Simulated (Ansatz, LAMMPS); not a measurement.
# Molecular dynamics of amorphous carbon (123 atoms)

How do the atoms of amorphous carbon (123 atoms) move, and what local order do they keep?

Calculated with Ansatz 0.2.0; Kohn-Sham DFT, revPBE, PAW (set soft_2), plane waves.

### 1. Starting point

The cell holds 123 atoms: 123 C. Its edges and angles: a = 11.143 Å, b = 11.143 Å, c = 11.143 Å, α = 90.0°, β = 90.0°, γ = 90.0°. 123 atoms (123 C) placed at random at 1.77 g/cm³, melted at 6000 K for 10 ps at fixed volume with the LCBOP (Los and Fasolino, Phys. Rev. B 68, 024107 (2003)). Quenched from 6000 K to 500 K at 120 K/ps and fixed volume, held 5 ps, then minimised at fixed cell.

Limits known from the start: The quench rate of 120 K/ps is orders of magnitude faster than experiment, which tends to freeze in extra defects. The network of bonds at the start is that of the classical potential that made the cell. The Brillouin zone is sampled at Γ only, in a cell whose shortest periodic width is 11 Å.

### 2. Dynamics started at 900 K

A Nosé–Hoover thermostat steers the temperature while disturbing the dynamics little. The time step is 1.0 fs.

File input.yaml:

```yaml
crystal:
  lattice:
    - [11.1432, 0.0, 0.0]
    - [0.0, 11.1432, 0.0]
    - [0.0, 0.0, 11.1432]
  atoms:
    - { symbol: C, position: [0.23059, 0.43371, 0.52603] }
    - { symbol: C, position: [0.37198, 0.59794, 0.67732] }
    - { symbol: C, position: [0.45284, 0.0226, 0.34538] }
    - { symbol: C, position: [0.59658, 0.44219, 0.82379] }
    [... 113 atom lines left out ...]
    - { symbol: C, position: [0.06026, 0.13942, 0.1229] }
    - { symbol: C, position: [0.72546, 0.65545, 0.16292] }
    - { symbol: C, position: [0.41512, 0.96937, 0.23867] }
    - { symbol: C, position: [0.16756, 0.81856, 0.07881] }
    - { symbol: C, position: [0.10379, 0.44477, 0.18531] }
    - { symbol: C, position: [0.52805, 0.82251, 0.0665] }
kpoints:
  mp_grid: { grid: [1, 1, 1] }
hamiltonian:
  xc: revpbe
scf:
  occupations: { method: gaussian, width: 0.025 }
output:
  forces: true
  stress: true
md:
  timestep: 1.0
  n_steps: 129
  ensemble: nvt_nose_hoover
  temperature: 900
  initial_velocities: maxwell_boltzmann
  seed: 5718
```

Launch:

```bash
> ansatz run input.yaml --threads 4 --pin off --max-ram 8192MiB --backend cpu --events-out ev --progress --plain --runs-dir out
```

Elapsed: 20 min, on 4 threads of Arm Neoverse V2, shared host; peak memory 1.8 GiB; 77 min of CPU time.

The program notes that the SCF threshold is loose for the stress and it switched symmetry off.

The trajectory, sampled:

| time (fs) | T (K) | potential (meV/atom) | conserved (meV/atom) |
| --- | --- | --- | --- |
| 0.0 | 900 | 0.0 | 0.00 |
| 9.0 | 691 | 27.1 | 0.20 |
| 17.0 | 668 | 30.4 | 0.24 |
| 26.0 | 783 | 16.3 | 0.13 |
| 34.0 | 834 | 10.7 | 0.15 |
| 43.0 | 951 | -3.2 | 0.09 |
| 52.0 | 867 | 9.0 | 0.21 |
| 60.0 | 965 | -2.5 | 0.15 |
| 69.0 | 959 | -0.4 | 0.23 |
| 77.0 | 977 | -1.7 | 0.15 |
| 86.0 | 1115 | -18.6 | 0.04 |
| 95.0 | 1215 | -30.7 | 0.12 |
| 103.0 | 1205 | -29.6 | 0.07 |
| 112.0 | 1118 | -19.4 | 0.03 |
| 120.0 | 1064 | -13.5 | 0.13 |
| 129.0 | 1172 | -29.3 | 0.06 |

Mean square displacement from the first frame to the last: C 0.30 Å².

The mean square displacement by time lag:

| time lag (fs) | mean square displacement (Å²) |
| --- | --- |
| 1.0 | 2.0e-4 |
| 3.0 | 0.00176 |
| 6.0 | 0.00667 |
| 9.0 | 0.0138 |
| 11.0 | 0.0193 |
| 14.0 | 0.0278 |
| 17.0 | 0.0364 |
| 19.0 | 0.0420 |
| 22.0 | 0.0502 |
| 25.0 | 0.0585 |
| 27.0 | 0.0642 |
| 30.0 | 0.0728 |
| 33.0 | 0.0814 |
| 35.0 | 0.0871 |
| 38.0 | 0.0954 |
| 41.0 | 0.103 |
| 43.0 | 0.108 |
| 46.0 | 0.115 |
| 49.0 | 0.122 |
| 51.0 | 0.126 |
| 54.0 | 0.132 |
| 57.0 | 0.139 |
| 59.0 | 0.144 |
| 62.0 | 0.151 |
| 65.0 | 0.159 |

Over the second half of 129 fs the temperature averages 1094 K with swings of 89 K r.m.s. The conserved energy stays within 0.30 meV/atom. The atoms reach a mean square displacement of 0.30 Å² at the end; the farthest move is 1.94 Å. The mean temperature of 1094 K lies well off the 900 K of the input, so the thermostat hasn't yet brought the run to equilibrium. The count of bonds goes from 179 in the first frame to 184 in the last, by one set of cutoffs: 3 pairs passed out of them and 8 came within. The run spans 0.13 ps, too short for its means to be equilibrium values.

### 3. Local order late in the run

The g(r) is a mean over the second half; what follows it is taken at the last frame.

Density 1.77 g/cm³, 11.25 Å³ an atom.

Mean of 14 frames. Pair distribution function in bins of 0.1 Å:

| r (Å) | total |
| --- | --- |
| 1.15 | 0.02 |
| 1.25 | 0.36 |
| 1.35 | 3.00 |
| 1.45 | 5.38 |
| 1.55 | 2.72 |
| 1.65 | 0.72 |
| 1.75 | 0.15 |
| 1.85 | 0.04 |
| 1.95 | 0.03 |
| 2.05 | 0.06 |
| 2.15 | 0.15 |
| 2.25 | 0.40 |
| 2.35 | 1.23 |
| 2.45 | 2.07 |
| 2.55 | 2.02 |
| 2.65 | 1.54 |
| 2.75 | 1.10 |
| 2.85 | 0.84 |
| 2.95 | 0.69 |
| 3.05 | 0.64 |
| 3.15 | 0.70 |
| 3.25 | 0.67 |
| 3.35 | 0.66 |
| 3.45 | 0.82 |
| 3.55 | 0.91 |
| 3.65 | 1.17 |
| 3.75 | 1.19 |
| 3.85 | 1.11 |
| 3.95 | 1.01 |
| 4.05 | 0.91 |
| 4.15 | 0.93 |
| 4.25 | 0.88 |
| 4.35 | 0.91 |
| 4.45 | 0.91 |
| 4.55 | 0.98 |
| 4.65 | 1.06 |
| 4.75 | 1.05 |
| 4.85 | 1.09 |
| 4.95 | 1.11 |
| 5.05 | 1.01 |
| 5.15 | 1.01 |
| 5.25 | 1.00 |
| 5.35 | 0.91 |
| 5.45 | 1.01 |

Bonds by pair of elements; cutoffs follow the first minimum of g(r), held within bounds set by covalent radii, and pairs that aren't listed don't count as bonded:

| pair A-B | cutoff (Å) | bonds | mean length (Å) | spread (Å) | shortest (Å) | B about A | A about B |
| --- | --- | --- | --- | --- | --- | --- | --- |
| C-C | 1.85 | 184 | 1.48 | 0.103 | 1.23 | 2.99 | 2.99 |

How many atoms have how many bonded neighbours:

| element | mean | 2 | 3 | 4 |
| --- | --- | --- | --- | --- |
| C | 2.99 | 14 | 96 | 13 |

Bond angles (no mean is given where the spread exceeds 20°):

| angle | count | mean (°) | spread (°) |
| --- | --- | --- | --- |
| C-C-C | 380 | 118 | 17.4 |

Bond length by coordination (bonds to H left out):

| element | coordination | atoms | mean bond length (Å) |
| --- | --- | --- | --- |
| C | 2 | 14 | 1.35 |
| C | 3 | 96 | 1.47 |
| C | 4 | 13 | 1.59 |

Rings of the network by King's shortest-path rule, up to 12 atoms, one path for each pair of neighbours; H, halogens, alkali and alkaline-earth atoms are left out, and the last column divides by all other atoms, bonded or not:

| ring size (atoms) | rings | per network atom |
| --- | --- | --- |
| 3 | 4 | 0.033 |
| 4 | 2 | 0.016 |
| 5 | 5 | 0.041 |
| 6 | 18 | 0.146 |
| 7 | 17 | 0.138 |
| 8 | 7 | 0.057 |
| 9 | 11 | 0.089 |
| 10 | 12 | 0.098 |
| 11 | 9 | 0.073 |
| 12 | 6 | 0.049 |

Counting bonds as in the table, 78 % of C atoms have 3 bonded neighbours. The C-C-C angle averages 118° with a spread of 17°. Read as hybridisation, 11 % of the carbon is sp3 and 78 % sp2. Bonds at C atoms with 2 neighbours average 1.35 Å, against 1.59 Å at those with 4. Rings of 6 atoms are the most common (20 % of those counted); sizes run from 3 to 12, where the search stops.

### 4. Single point at the last frame

The last frame is solved again with fuller output, to read the electronic structure of a thermally displaced geometry.

File input.yaml:

```yaml
crystal:
  lattice:
    - [11.1432, 0.0, 0.0]
    - [0.0, 11.1432, 0.0]
    - [0.0, 0.0, 11.1432]
  atoms:
    - { symbol: C, position: [0.23983, 0.4747, 0.54184] }
    - { symbol: C, position: [0.3912, 0.63953, 0.66947] }
    - { symbol: C, position: [0.42256, 0.01616, 0.34059] }
    - { symbol: C, position: [0.63313, 0.49105, 0.83699] }
    [... 113 atom lines left out ...]
    - { symbol: C, position: [0.05955, 0.13359, 0.15139] }
    - { symbol: C, position: [0.70502, 0.66492, 0.18478] }
    - { symbol: C, position: [0.3831, 0.97727, 0.23643] }
    - { symbol: C, position: [0.11768, 0.82708, 0.05887] }
    - { symbol: C, position: [0.1327, 0.43489, 0.17186] }
    - { symbol: C, position: [0.50735, 0.842, 0.06682] }
kpoints:
  mp_grid: { grid: [1, 1, 1] }
hamiltonian:
  xc: revpbe
scf:
  occupations: { method: gaussian, width: 0.025 }
output:
  forces: true
  stress: true
  populations: true
  dos:
    method: { smearing: { sigma: 0.1 } }
    de: 0.1
    projected: { site_lists: { C: [C] } }
  eigenvalues: true
  write_density: true
  write_potential: true
  volumetric_format: npy
```

Wall time 27 s (4 threads); peak memory 1.6 GiB; 1.7 min of CPU time.

The program notes that the exchange-correlation potential is rough where the density is thin.

Numbers from this run:

```yaml
free_energy: -30865.4075 eV
free_energy_per_atom: -250.9383 eV/atom
scf_cycles: 17
pressure: -4.417 GPa
r_m_s_force_component: 1.614 eV/Å
longest_force: 7.072 eV/Å
fermi_energy: 4.46 eV
levels_partly_filled_by_over_2_per_cent: 2
spilling_of_the_projection: 0.009894
```

Neighbours are counted within 1.85 Å (C-C), the cutoffs taken from the dynamics.

Length of the force by element and coordination:

| element | coordination | atoms | mean length of the force (eV/Å) | spread | least | most |
| --- | --- | --- | --- | --- | --- | --- |
| C | all | 123 | 2.49 | 1.27 | 0.365 | 7.07 |
| C | 2 | 14 | 2.36 | 1.66 | 0.372 | 6.48 |
| C | 3 | 96 | 2.38 | 1.09 | 0.365 | 5.86 |
| C | 4 | 13 | 3.49 | 1.51 | 1.55 | 7.07 |

The mean of these charges, 0.040 e, is only the charge that the projection spills.

Löwdin charges by element and coordination (they lack the spilled electrons, 0.040 e an atom on average):

| element | coordination | atoms | mean charge (e) | spread | least | most |
| --- | --- | --- | --- | --- | --- | --- |
| C | all | 123 | 0.0396 | 0.0295 | -0.0635 | 0.120 |
| C | 2 | 14 | 0.0522 | 0.0493 | -0.0635 | 0.120 |
| C | 3 | 96 | 0.0365 | 0.0254 | -0.0372 | 0.0926 |
| C | 4 | 13 | 0.0489 | 0.0229 | 0.0073 | 0.0851 |

States in the cell by windows of 1 eV, zero at the Fermi level; the larger projections on atomic orbitals stand beside the total:

| from (eV) | to (eV) | total | C p | C s |
| --- | --- | --- | --- | --- |
| -18 | -17 | 18.9 | 5.1 | 13.6 |
| -17 | -16 | 19.6 | 6.5 | 12.8 |
| -16 | -15 | 23.8 | 9.0 | 14.6 |
| -15 | -14 | 19.9 | 8.5 | 11.2 |
| -14 | -13 | 17.5 | 9.0 | 8.3 |
| -13 | -12 | 20.0 | 11.9 | 7.9 |
| -12 | -11 | 19.5 | 12.7 | 6.6 |
| -11 | -10 | 21.7 | 15.7 | 5.8 |
| -10 | -9 | 21.2 | 16.8 | 4.2 |
| -9 | -8 | 33.2 | 28.7 | 4.1 |
| -8 | -7 | 39.6 | 36.0 | 3.2 |
| -7 | -6 | 36.5 | 34.0 | 2.1 |
| -6 | -5 | 32.6 | 30.7 | 1.6 |
| -5 | -4 | 32.5 | 30.6 | 1.6 |
| -4 | -3 | 32.8 | 31.2 | 1.4 |
| -3 | -2 | 32.0 | 30.5 | 1.3 |
| -2 | -1 | 29.0 | 27.5 | 1.3 |
| -1 | 0 | 20.8 | 19.6 | 1.0 |
| 0 | 1 | 16.9 | 15.8 | 0.9 |
| 1 | 2 | 22.7 | 20.7 | 1.5 |
| 2 | 3 | 25.2 | 22.5 | 1.8 |
| 3 | 4 | 27.0 | 23.2 | 2.4 |
| 4 | 5 | 24.9 | 19.1 | 3.1 |

Between -20 and -18 eV lie 20 more states.

The levels nearest the highest filled one (over half full), pooled over k-points and spins:

| level less the highest filled one (eV) | occupation |
| --- | --- |
| -0.442 | 2 |
| -0.250 | 2 |
| -0.210 | 2 |
| -0.167 | 2 |
| -0.0313 | 2.00 |
| 0 | 1.72 |
| 0.0383 | 0.28 |
| 0.0748 | 0.002 |
| 0.296 | 0 |
| 0.385 | 0 |
| 0.500 | 0 |
| 0.693 | 0 |

Löwdin charges run from -0.06 to +0.12 e, about a mean that is the spilled charge alone. Within 0.4 eV of the Fermi level the largest share is C p (95 % of the projected weight).

### 5. What came out

| Item | Value |
| --- | --- |
| mean temperature, second half | 1094 K |
| temperature swing, second half | 89.3 K |
| mean pressure, second half | -2.017 GPa |
| slope of the conserved energy against time, by least squares | -0.3866 meV/atom/ps |
| free energy per atom | -250.9383 eV/atom |
| pressure | -4.417 GPa |
| r.m.s. force component | 1.614 eV/Å |
| wall time of the 2 DFT runs | 21 min |

In words: Over the second half of 129 fs the temperature averages 1094 K with swings of 89 K r.m.s. The conserved energy stays within 0.30 meV/atom. The mean temperature of 1094 K lies well off the 900 K of the input, so the thermostat hasn't yet brought the run to equilibrium. The count of bonds goes from 179 in the first frame to 184 in the last, by one set of cutoffs: 3 pairs passed out of them and 8 came within. The run spans 0.13 ps, too short for its means to be equilibrium values. Counting bonds as in the table, 78 % of C atoms have 3 bonded neighbours. Read as hybridisation, 11 % of the carbon is sp3 and 78 % sp2.

Counting bands leaves a spacing of only 0.038 eV (at Γ alone), which the smearing bridges: 2 levels are partly filled by over 2 %, so a gap, if any, is small at this level.

**Limits.** The network of bonds at the start is that of the classical potential that made the cell; in DFT 3 of its 179 bonded pairs passed out of the cutoffs and 8 came within them. The stress is far from hydrostatic: its diagonal is -0.8, -4.2, -8.3 GPa, compression counted positive. The pressure of -4.4 GPa is that of one thermal frame at a volume set beforehand, without the kinetic term.

[Logs are printed without paths, hosts, clocks, repeated set-up lines and the standing remarks that a program may print on its own settings, such as how far it seeks lower states.]

[Hosts, paths, dates, database ids (printed as entryN), source tags and the programs' standing remarks are cut or masked in the printed files.]
